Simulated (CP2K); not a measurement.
Two runs for the O K edge of hydrogen sulfide monohydrate. Run A: CP2K XAS_TDP, all-electron GAPW, PBEh(45%), aug-cc-pVTZ, TDA, no relativity. Run B differs in one setting.

First lines with a strength over 0.0015. A:

```tsv
atom	energy (eV)	states	strength, one atom
O2 (bonded to 2 H, takes 1 H bond)	529.46	1	0.0145
	530.92	1	0.0322
	532.14	1	0.0054
	532.54	1	0.0100
	533.37	1	0.0080
```

B:

```tsv
atom	energy (eV)	states	strength, one atom
O2 (bonded to 2 H, takes 1 H bond)	520.97	1	0.0082
	522.49	1	0.0160
	522.71	1	0.0021
	523.40	1	0.0037
	523.53	1	0.0024
```

Q: Which was it: GW2X switched on, the functional, the basis, scalar relativity switched on?

The functional (functional from PBEh(45%) to PBE0; the lines alone don't name the new value). A functional moves all lines by electronvolts and changes their spacings and strengths. Against PBEh(45%) in aug-cc-pVTZ, the leading line moves by -8.49 eV, to 520.97 eV; the strength of O2's goes from 0.0145 to 0.0082. The next line of O2 over the strength cut lies 1.52 eV higher, against 1.46.

[Banner, clock and machine lines of the logs are left out without a mark of their own.]

[Logs are printed without paths, hosts, clocks, repeated set-up lines and the standing remarks that a program may print on its own settings, such as how far it seeks lower states.]

[Hosts, paths, dates, database ids (printed as entryN), source tags and the programs' standing remarks are cut or masked in the printed files.]
